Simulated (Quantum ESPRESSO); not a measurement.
**Collinear magnetic orders of Ni3Pt with Quantum ESPRESSO**

A self-consistent run ends on one state, which hangs on the start. Several orders of Ni3Pt are started in Quantum ESPRESSO and their energies compared.

Method: PBEsol; plane waves with GBRV 1.5 PBEsol potentials, no spin-orbit coupling, in Quantum ESPRESSO 7.5.

### Step 1. The starting structure

Symmetry: Pm-3m, No. 221, cubic system. The conventional cell has a = 3.625 Å, b = 3.625 Å, c = 3.625 Å, α = 90.00°, β = 90.00°, γ = 90.00°. Nearest to Ni lie 8 Ni at 2.56 Å and 4 Pt at 2.56 Å. Pt has 12 Ni at 2.56 Å nearest. Farther neighbours are not listed.

Structure file:

```cif
data_structure
_symmetry_space_group_name_H-M 'Pm-3m'
_symmetry_Int_Tables_number 221
_cell_length_a 3.6246
_cell_length_b 3.6246
_cell_length_c 3.6246
_cell_angle_alpha 90.000
_cell_angle_beta 90.000
_cell_angle_gamma 90.000
_cell_volume 47.62
loop_
_atom_site_label
_atom_site_type_symbol
_atom_site_symmetry_multiplicity
_atom_site_Wyckoff_symbol
_atom_site_fract_x
_atom_site_fract_y
_atom_site_fract_z
_atom_site_occupancy
Ni1 Ni 3 c 0.50000 0.00000 0.50000 1
Pt1 Pt 1 a 0.00000 0.00000 0.00000 1
```

The cell comes from Materials Project 2023-11-01, a database of computed structures, and need not be the stable phase.

### Step 2. Run 1, typed as ferro +++

The signs are those of the starting moments on the seeded atoms, the atoms that are given a moment.

Contents of pw.in:

```
&CONTROL
  calculation = 'scf'
  prefix = 'pwscf'
  outdir = './tmp'
  pseudo_dir = './pseudo'
  disk_io = 'nowf'
/
&SYSTEM
  ibrav = 0
  celldm(1) = 8
  nat = 4
  ntyp = 2
  ecutwfc = 40
  ecutrho = 280
  nbnd = 46
  occupations = 'smearing'
  smearing = 'fd'
  degauss = 0.00734986
  nspin = 2
  starting_magnetization(1) = 0.0556
  starting_magnetization(2) = 0
/
&ELECTRONS
  conv_thr = 8d-09
  electron_maxstep = 150
  mixing_beta = 0.3
/
ATOMIC_SPECIES
Ni     58.6934 ni_pbesol_v1.4.uspp.F.UPF
Pt    195.0840 pt_pbesol_v1.4.uspp.F.UPF
CELL_PARAMETERS alat
   0.8561798191892    0.0000000000000    0.0000000000000
   0.0000000000000    0.8561798191892    0.0000000000000
   0.0000000000000    0.0000000000000    0.8561798191892
ATOMIC_POSITIONS crystal
Ni      0.5000000000    0.0000000000    0.5000000000
Ni      0.0000000000    0.5000000000    0.5000000000
Ni      0.5000000000    0.5000000000    0.0000000000
Pt      0.0000000000    0.0000000000    0.0000000000
K_POINTS automatic
8 8 8 0 0 0
```

On the command line:

```bash
$ OMP_NUM_THREADS=1 mpirun -n 4 pw.x -nk 4 -in pw.in > pw.out
```

What it wrote:

```text
Program PWSCF v.7.5 starts

     Message from routine setup:
     using ibrav=0 with symmetry is DISCOURAGED, use correct ibrav instead

     K-points division:     npool     =       4
     Subspace diagonalization in iterative solution of the eigenvalue problem:

     G-vector sticks info
     --------------------
     sticks:   dense  smooth     PW     G-vecs:    dense   smooth      PW
     Sum        1041     593    185                25413    11067    1935

     Using Slab Decomposition

     bravais-lattice index     =            0
     lattice parameter (alat)  =       8.0000  a.u.
     unit-cell volume          =     321.3401 (a.u.)^3
     number of atoms/cell      =            4
     number of atomic types    =            2
     number of electrons       =        70.00
     number of Kohn-Sham states=           46
     kinetic-energy cutoff     =      40.0000  Ry
     charge density cutoff     =     280.0000  Ry
     scf convergence threshold =      8.0E-09
     mixing beta               =       0.3000
     number of iterations used =            8  plain     mixing
     Exchange-correlation= SLA  PW   PSX  PSC
                           (   1   4  10   8   0   0   0)

     celldm(1)=   8.000000  celldm(2)=   0.000000  celldm(3)=   0.000000
     celldm(4)=   0.000000  celldm(5)=   0.000000  celldm(6)=   0.000000

     crystal axes: (cart. coord. in units of alat)
               a(1) = (   0.856180   0.000000   0.000000 )
               a(2) = (   0.000000   0.856180   0.000000 )
               a(3) = (   0.000000   0.000000   0.856180 )

     reciprocal axes: (cart. coord. in units 2 pi/alat)
               b(1) = (  1.167979  0.000000  0.000000 )
               b(2) = (  0.000000  1.167979  0.000000 )
               b(3) = (  0.000000  0.000000  1.167979 )

     PseudoPot. # 1 for Ni read from file:
     ni_pbesol_v1.4.uspp.F.UPF
     Pseudo is Ultrasoft + core correction, Zval = 18.0
     Generated by new atomic code, or converted to UPF format
     Using radial grid of  865 points,  6 beta functions with:
                l(1) =   0
                l(2) =   0
                l(3) =   1
                l(4) =   1
                l(5) =   2
                l(6) =   2
     Q(r) pseudized with 10 coefficients,  rinner =    0.980   0.980   0.980
                                                       0.980   0.980

     PseudoPot. # 2 for Pt read from file:
     pt_pbesol_v1.4.uspp.F.UPF
     Pseudo is Ultrasoft + core correction, Zval = 16.0
     Generated by new atomic code, or converted to UPF format
     Using radial grid of  985 points,  6 beta functions with:
                l(1) =   0
                l(2) =   0
                l(3) =   1
                l(4) =   1
                l(5) =   2
                l(6) =   2
     Q(r) pseudized with  8 coefficients,  rinner =    1.300   1.300   1.300
                                                       1.300   1.300

     atomic species   valence    mass     pseudopotential
     Ni               18.00    58.69340     Ni( 1.00)
     Pt               16.00   195.08400     Pt( 1.00)

     Starting magnetic structure
     atomic species   magnetization
     Ni              0.056
     Pt              0.000

     48 Sym. Ops., with inversion, found

   Cartesian axes

     site n.     atom                  positions (alat units)
         1        Ni     tau(   1) = (   0.4280899   0.0000000   0.4280899  )
         2        Ni     tau(   2) = (   0.0000000   0.4280899   0.4280899  )
         3        Ni     tau(   3) = (   0.4280899   0.4280899   0.0000000  )
         4        Pt     tau(   4) = (   0.0000000   0.0000000   0.0000000  )

     number of k points=    35  Fermi-Dirac smearing, width (Ry)=  0.0073
                       cart. coord. in units 2pi/alat
        k(    1) = (   0.0000000   0.0000000   0.0000000), wk =   0.0019531
        k(    2) = (   0.0000000   0.0000000   0.1459974), wk =   0.0117188
        k(    3) = (   0.0000000   0.0000000   0.2919947), wk =   0.0117188
        k(    4) = (   0.0000000   0.0000000   0.4379921), wk =   0.0117188
        k(    5) = (   0.0000000   0.0000000  -0.5839895), wk =   0.0058594
        [... 30 further k-points ...]

     Dense  grid:    25413 G-vectors     FFT dimensions: (  40,  40,  40)

     Smooth grid:    11067 G-vectors     FFT dimensions: (  27,  27,  27)

     Check: negative core charge=   -0.000013
     Generating pointlists ...
     new r_m :   0.2497 (alat units)  1.9979 (a.u.) for type    1
     new r_m :   0.2497 (alat units)  1.9979 (a.u.) for type    2

     Initial potential from superposition of free atoms

     starting charge      63.5000, renormalised to      70.0000

     negative rho (up, down):  9.905E-02 9.905E-02
     Starting wfcs are   51 randomized atomic wfcs

     Self-consistent Calculation

     iteration #  1     ecut=    40.00 Ry     beta= 0.30
     Davidson diagonalization with overlap
     ethr =  1.00E-02,  avg # of iterations =  3.7

     negative rho (up, down):  9.298E-02 9.276E-02

     total energy              =   -1219.14801460 Ry
     estimated scf accuracy    <      85.90398446 Ry

     total magnetization       =     1.04 Bohr mag/cell
     absolute magnetization    =     1.09 Bohr mag/cell

     iteration #  2     ecut=    40.00 Ry     beta= 0.30
     Davidson diagonalization with overlap
     ethr =  1.00E-02,  avg # of iterations =  3.1

     negative rho (up, down):  8.751E-02 8.735E-02

     total energy              =   -1234.77867237 Ry
     estimated scf accuracy    <      40.90449370 Ry

     total magnetization       =     0.11 Bohr mag/cell
     absolute magnetization    =     0.17 Bohr mag/cell

     iteration #  3     ecut=    40.00 Ry     beta= 0.30
     Davidson diagonalization with overlap
     ethr =  1.00E-02,  avg # of iterations =  2.1

     negative rho (up, down):  8.695E-02 8.653E-02

     total energy              =   -1239.70642608 Ry
     estimated scf accuracy    <       0.92354445 Ry

     total magnetization       =     2.52 Bohr mag/cell
     absolute magnetization    =     2.66 Bohr mag/cell

     [... further iterations left out ...]

     iteration # 12     ecut=    40.00 Ry     beta= 0.30
     Davidson diagonalization with overlap
     ethr =  1.13E-07,  avg # of iterations =  1.5

     negative rho (up, down):  8.539E-02 8.270E-02

     total energy              =   -1239.83487498 Ry
     estimated scf accuracy    <       0.00000035 Ry

     total magnetization       =     2.34 Bohr mag/cell
     absolute magnetization    =     2.60 Bohr mag/cell

     iteration # 13     ecut=    40.00 Ry     beta= 0.30
     Davidson diagonalization with overlap
     ethr =  5.04E-10,  avg # of iterations =  2.8

     negative rho (up, down):  8.539E-02 8.270E-02

     total energy              =   -1239.83487522 Ry
     estimated scf accuracy    <       0.00000010 Ry

     total magnetization       =     2.34 Bohr mag/cell
     absolute magnetization    =     2.60 Bohr mag/cell

     iteration # 14     ecut=    40.00 Ry     beta= 0.30
     Davidson diagonalization with overlap
     ethr =  1.41E-10,  avg # of iterations =  1.6

     negative rho (up, down):  8.539E-02 8.270E-02

     total energy              =   -1239.83487528 Ry
     estimated scf accuracy    <          8.8E-09 Ry

     total magnetization       =     2.34 Bohr mag/cell
     absolute magnetization    =     2.60 Bohr mag/cell

     iteration # 15     ecut=    40.00 Ry     beta= 0.30
     Davidson diagonalization with overlap
     ethr =  1.25E-11,  avg # of iterations =  1.5

     negative rho (up, down):  8.539E-02 8.270E-02

     Magnetic moment per site  (integrated on atomic sphere of radius R)
     atom   1 (R=0.250)  charge= 16.8508  magn=  0.7097
     atom   2 (R=0.250)  charge= 16.8508  magn=  0.7097
     atom   3 (R=0.250)  charge= 16.8508  magn=  0.7097
     atom   4 (R=0.250)  charge= 13.4021  magn=  0.3191

     End of self-consistent calculation

     [... lines left out ...]
     the Fermi energy is    19.2548 ev

!    total energy              =   -1239.83487530 Ry
     estimated scf accuracy    <          2.0E-09 Ry
     smearing contrib. (-TS)   =      -0.01529641 Ry
     internal energy E=F+TS    =   -1239.81957889 Ry

     The total energy is F=E-TS. E is the sum of the following terms:
     one-electron contribution =    -613.09082387 Ry
     hartree contribution      =     356.51945814 Ry
     xc contribution           =    -162.27284054 Ry
     ewald contribution        =    -820.97537261 Ry

     total magnetization       =     2.34 Bohr mag/cell
     absolute magnetization    =     2.60 Bohr mag/cell

     convergence has been achieved in  15 iterations

=------------------------------------------------------------------------------=
   JOB DONE.
=------------------------------------------------------------------------------=
```

It took 25 s on 4 MPI ranks of Arm Neoverse V2, shared host; peak memory 0.39 GiB; 1.7 min of CPU time.

Spin moment in the atom's sphere by atom:

```tsv
atom	spin moment in the atom's sphere (μB)
Ni1	0.710
Ni2	0.710
Ni3	0.710
Pt4	0.319
```

Read from the output:

| Item | Value |
| --- | --- |
| smearing term TS | 0.2081 eV |
| magnetization | 2.343 μB |
| absolute magnetization | 2.604 μB |
| final state | ferromagnetic |

### Step 3. Run 2 (ferri ++−)

Contents of pw.in:

```
&CONTROL
  calculation = 'scf'
  prefix = 'pwscf'
  outdir = './tmp'
  pseudo_dir = './pseudo'
  disk_io = 'nowf'
/
&SYSTEM
  ibrav = 0
  celldm(1) = 8
  nat = 4
  ntyp = 3
  ecutwfc = 40
  ecutrho = 280
  nbnd = 45
  occupations = 'smearing'
  smearing = 'fd'
  degauss = 0.00734986
  nspin = 2
  starting_magnetization(1) = 0.0556
  starting_magnetization(2) = -0.0556
  starting_magnetization(3) = 0
/
&ELECTRONS
  conv_thr = 8d-09
  electron_maxstep = 150
  mixing_beta = 0.3
/
ATOMIC_SPECIES
Ni1    58.6934 ni_pbesol_v1.4.uspp.F.UPF
Ni2    58.6934 ni_pbesol_v1.4.uspp.F.UPF
Pt    195.0840 pt_pbesol_v1.4.uspp.F.UPF
CELL_PARAMETERS alat
   0.8561798191892    0.0000000000000    0.0000000000000
   0.0000000000000    0.8561798191892    0.0000000000000
   0.0000000000000    0.0000000000000    0.8561798191892
ATOMIC_POSITIONS crystal
Ni1     0.5000000000    0.0000000000    0.5000000000
Ni1     0.0000000000    0.5000000000    0.5000000000
Ni2     0.5000000000    0.5000000000    0.0000000000
Pt      0.0000000000    0.0000000000    0.0000000000
K_POINTS automatic
8 8 8 0 0 0
```

What it wrote:

```text
[banner, memory and clock lines left out]
Program PWSCF v.7.5 starts

     Message from routine setup:
     using ibrav=0 with symmetry is DISCOURAGED, use correct ibrav instead

     bravais-lattice index     =            0
     lattice parameter (alat)  =       8.0000  a.u.
     unit-cell volume          =     321.3401 (a.u.)^3
     number of atoms/cell      =            4
     number of atomic types    =            3
     number of electrons       =        70.00
     number of Kohn-Sham states=           45
     kinetic-energy cutoff     =      40.0000  Ry
     charge density cutoff     =     280.0000  Ry
     scf convergence threshold =      8.0E-09
     mixing beta               =       0.3000
     number of iterations used =            8  plain     mixing
     Exchange-correlation= SLA  PW   PSX  PSC
                           (   1   4  10   8   0   0   0)

     celldm(1)=   8.000000  celldm(2)=   0.000000  celldm(3)=   0.000000
     celldm(4)=   0.000000  celldm(5)=   0.000000  celldm(6)=   0.000000

     crystal axes: (cart. coord. in units of alat)
               a(1) = (   0.856180   0.000000   0.000000 )
               a(2) = (   0.000000   0.856180   0.000000 )
               a(3) = (   0.000000   0.000000   0.856180 )

     reciprocal axes: (cart. coord. in units 2 pi/alat)
               b(1) = (  1.167979  0.000000  0.000000 )
               b(2) = (  0.000000  1.167979  0.000000 )
               b(3) = (  0.000000  0.000000  1.167979 )

     PseudoPot. # 1 for Ni read from file:
     ni_pbesol_v1.4.uspp.F.UPF
     Pseudo is Ultrasoft + core correction, Zval = 18.0

     PseudoPot. # 2 for Ni read from file:
     ni_pbesol_v1.4.uspp.F.UPF
     Pseudo is Ultrasoft + core correction, Zval = 18.0

     PseudoPot. # 3 for Pt read from file:
     pt_pbesol_v1.4.uspp.F.UPF
     Pseudo is Ultrasoft + core correction, Zval = 16.0

     atomic species   valence    mass     pseudopotential
     Ni1              18.00    58.69340     Ni( 1.00)
     Ni2              18.00    58.69340     Ni( 1.00)
     Pt               16.00   195.08400     Pt( 1.00)

     Starting magnetic structure
     atomic species   magnetization
     Ni1             0.056
     Ni2            -0.056
     Pt              0.000

     16 Sym. Ops., with inversion, found

   Cartesian axes

     site n.     atom                  positions (alat units)
         1        Ni1    tau(   1) = (   0.4280899   0.0000000   0.4280899  )
         2        Ni1    tau(   2) = (   0.0000000   0.4280899   0.4280899  )
         3        Ni2    tau(   3) = (   0.4280899   0.4280899   0.0000000  )
         4        Pt     tau(   4) = (   0.0000000   0.0000000   0.0000000  )

     number of k points=    75  Fermi-Dirac smearing, width (Ry)=  0.0073
                       cart. coord. in units 2pi/alat
        k(    1) = (   0.0000000   0.0000000   0.0000000), wk =   0.0019531
        k(    2) = (   0.0000000   0.0000000   0.1459974), wk =   0.0039062
        k(    3) = (   0.0000000   0.0000000   0.2919947), wk =   0.0039062
        k(    4) = (   0.0000000   0.0000000   0.4379921), wk =   0.0039062
        k(    5) = (   0.0000000   0.0000000  -0.5839895), wk =   0.0019531
        [... 70 further k-points ...]

     Dense  grid:    25413 G-vectors     FFT dimensions: (  40,  40,  40)

     Smooth grid:    11067 G-vectors     FFT dimensions: (  27,  27,  27)

     Check: negative core charge=   -0.000013
     Generating pointlists ...
     new r_m :   0.2497 (alat units)  1.9979 (a.u.) for type    1
     new r_m :   0.2497 (alat units)  1.9979 (a.u.) for type    2
     new r_m :   0.2497 (alat units)  1.9979 (a.u.) for type    3

     Initial potential from superposition of free atoms

     starting charge      63.5000, renormalised to      70.0000

     negative rho (up, down):  9.905E-02 9.905E-02
     Starting wfcs are   51 randomized atomic wfcs

     Self-consistent Calculation

     iteration #  1     ecut=    40.00 Ry     beta= 0.30
     Davidson diagonalization with overlap
     ethr =  1.00E-02,  avg # of iterations =  3.5

     negative rho (up, down):  9.291E-02 9.284E-02

     total energy              =   -1219.07399931 Ry
     estimated scf accuracy    <      86.05996738 Ry

     total magnetization       =     0.37 Bohr mag/cell
     absolute magnetization    =     1.03 Bohr mag/cell

     iteration #  2     ecut=    40.00 Ry     beta= 0.30
     Davidson diagonalization with overlap
     ethr =  1.00E-02,  avg # of iterations =  3.1

     negative rho (up, down):  8.746E-02 8.741E-02

     total energy              =   -1234.78094281 Ry
     estimated scf accuracy    <      40.99554558 Ry

     total magnetization       =     0.04 Bohr mag/cell
     absolute magnetization    =     0.15 Bohr mag/cell

     [... further iterations left out ...]

     iteration # 29     ecut=    40.00 Ry     beta= 0.30
     Davidson diagonalization with overlap
     ethr =  1.11E-10,  avg # of iterations =  1.0

     negative rho (up, down):  8.401E-02 8.401E-02

     total energy              =   -1239.82837979 Ry
     estimated scf accuracy    <       0.00000002 Ry

     total magnetization       =     0.00 Bohr mag/cell
     absolute magnetization    =     0.00 Bohr mag/cell

     iteration # 30     ecut=    40.00 Ry     beta= 0.30
     Davidson diagonalization with overlap
     ethr =  2.73E-11,  avg # of iterations =  1.4

     negative rho (up, down):  8.401E-02 8.401E-02

     Magnetic moment per site  (integrated on atomic sphere of radius R)
     atom   1 (R=0.250)  charge= 16.8589  magn= -0.0001
     atom   2 (R=0.250)  charge= 16.8589  magn= -0.0001
     atom   3 (R=0.250)  charge= 16.8589  magn= -0.0001
     atom   4 (R=0.250)  charge= 13.3877  magn= -0.0000

     End of self-consistent calculation

     Number of k-points >= 100: set verbosity='high' to print the bands.

     the Fermi energy is    19.1452 ev

!    total energy              =   -1239.82837983 Ry
     estimated scf accuracy    <          8.9E-10 Ry
     smearing contrib. (-TS)   =      -0.02202964 Ry
     internal energy E=F+TS    =   -1239.80635019 Ry

     The total energy is F=E-TS. E is the sum of the following terms:
     one-electron contribution =    -613.25906888 Ry
     hartree contribution      =     356.66775534 Ry
     xc contribution           =    -162.23966404 Ry
     ewald contribution        =    -820.97537261 Ry

     total magnetization       =    -0.00 Bohr mag/cell
     absolute magnetization    =     0.00 Bohr mag/cell

     convergence has been achieved in  30 iterations
```

Wall time 89 s (4 MPI ranks); peak memory 0.47 GiB.

Spin moment in the atom's sphere by atom:

```tsv
atom	spin moment in the atom's sphere (μB)
Ni1	-0.0001
Ni2	-0.0001
Ni3	-0.0001
Pt4	0.0000
```

This step gave:

- smearing term TS: 0.2997 eV
- magnetization: 0 μB
- absolute magnetization: 0 μB
- final state: non-magnetic

### Step 4. Start 3: no spin polarisation

Contents of pw.in:

```
&CONTROL
  calculation = 'scf'
  prefix = 'pwscf'
  outdir = './tmp'
  pseudo_dir = './pseudo'
  disk_io = 'nowf'
/
&SYSTEM
  ibrav = 0
  celldm(1) = 8
  nat = 4
  ntyp = 2
  ecutwfc = 40
  ecutrho = 280
  nbnd = 45
  occupations = 'smearing'
  smearing = 'fd'
  degauss = 0.00734986
/
&ELECTRONS
  conv_thr = 8d-09
  electron_maxstep = 150
  mixing_beta = 0.3
/
ATOMIC_SPECIES
Ni     58.6934 ni_pbesol_v1.4.uspp.F.UPF
Pt    195.0840 pt_pbesol_v1.4.uspp.F.UPF
CELL_PARAMETERS alat
   0.8561798191892    0.0000000000000    0.0000000000000
   0.0000000000000    0.8561798191892    0.0000000000000
   0.0000000000000    0.0000000000000    0.8561798191892
ATOMIC_POSITIONS crystal
Ni      0.5000000000    0.0000000000    0.5000000000
Ni      0.0000000000    0.5000000000    0.5000000000
Ni      0.5000000000    0.5000000000    0.0000000000
Pt      0.0000000000    0.0000000000    0.0000000000
K_POINTS automatic
8 8 8 0 0 0
```

What it wrote:

```text
     [... lines left out ...]
Program PWSCF v.7.5 starts
     [... lines left out ...]
     number of atoms/cell      =            4
     [... lines left out ...]
     number of electrons       =        70.00
     number of Kohn-Sham states=           45
     kinetic-energy cutoff     =      40.0000  Ry
     charge density cutoff     =     280.0000  Ry
     scf convergence threshold =      8.0E-09
     [... lines left out ...]
     48 Sym. Ops., with inversion, found
     [... lines left out ...]
     number of k points=    35  Fermi-Dirac smearing, width (Ry)=  0.0073
     [... lines left out ...]
     iteration # 13     ecut=    40.00 Ry     beta= 0.30
     [... lines left out ...]
     the Fermi energy is    19.1452 ev
!    total energy              =   -1239.82838624 Ry
     estimated scf accuracy    <          2.7E-09 Ry
     smearing contrib. (-TS)   =      -0.02202943 Ry
     [... lines left out ...]
     convergence has been achieved in  13 iterations
```

Wall time 12 s (4 MPI ranks); peak memory 0.33 GiB.

Read from the output:

| Quantity | Value |
| --- | --- |
| smearing term TS | 0.2997 eV |
| final state | non-magnetic (no spin polarisation) |

(Continued in part 2 of 2.)

[Logs and program files are shortened in this print: banners, set-up blocks, solver, clock and traceback lines can be left out without a mark of their own.]

[Logs are printed without paths, hosts, clocks, repeated set-up lines and the standing remarks that a program may print on its own settings, such as how far it seeks lower states.]

[Hosts, paths, dates, database ids (printed as entryN), source tags and the programs' standing remarks are cut or masked in the printed files.]

[Where a cell is said to come from a database of computed structures, the database is the Materials Project.]
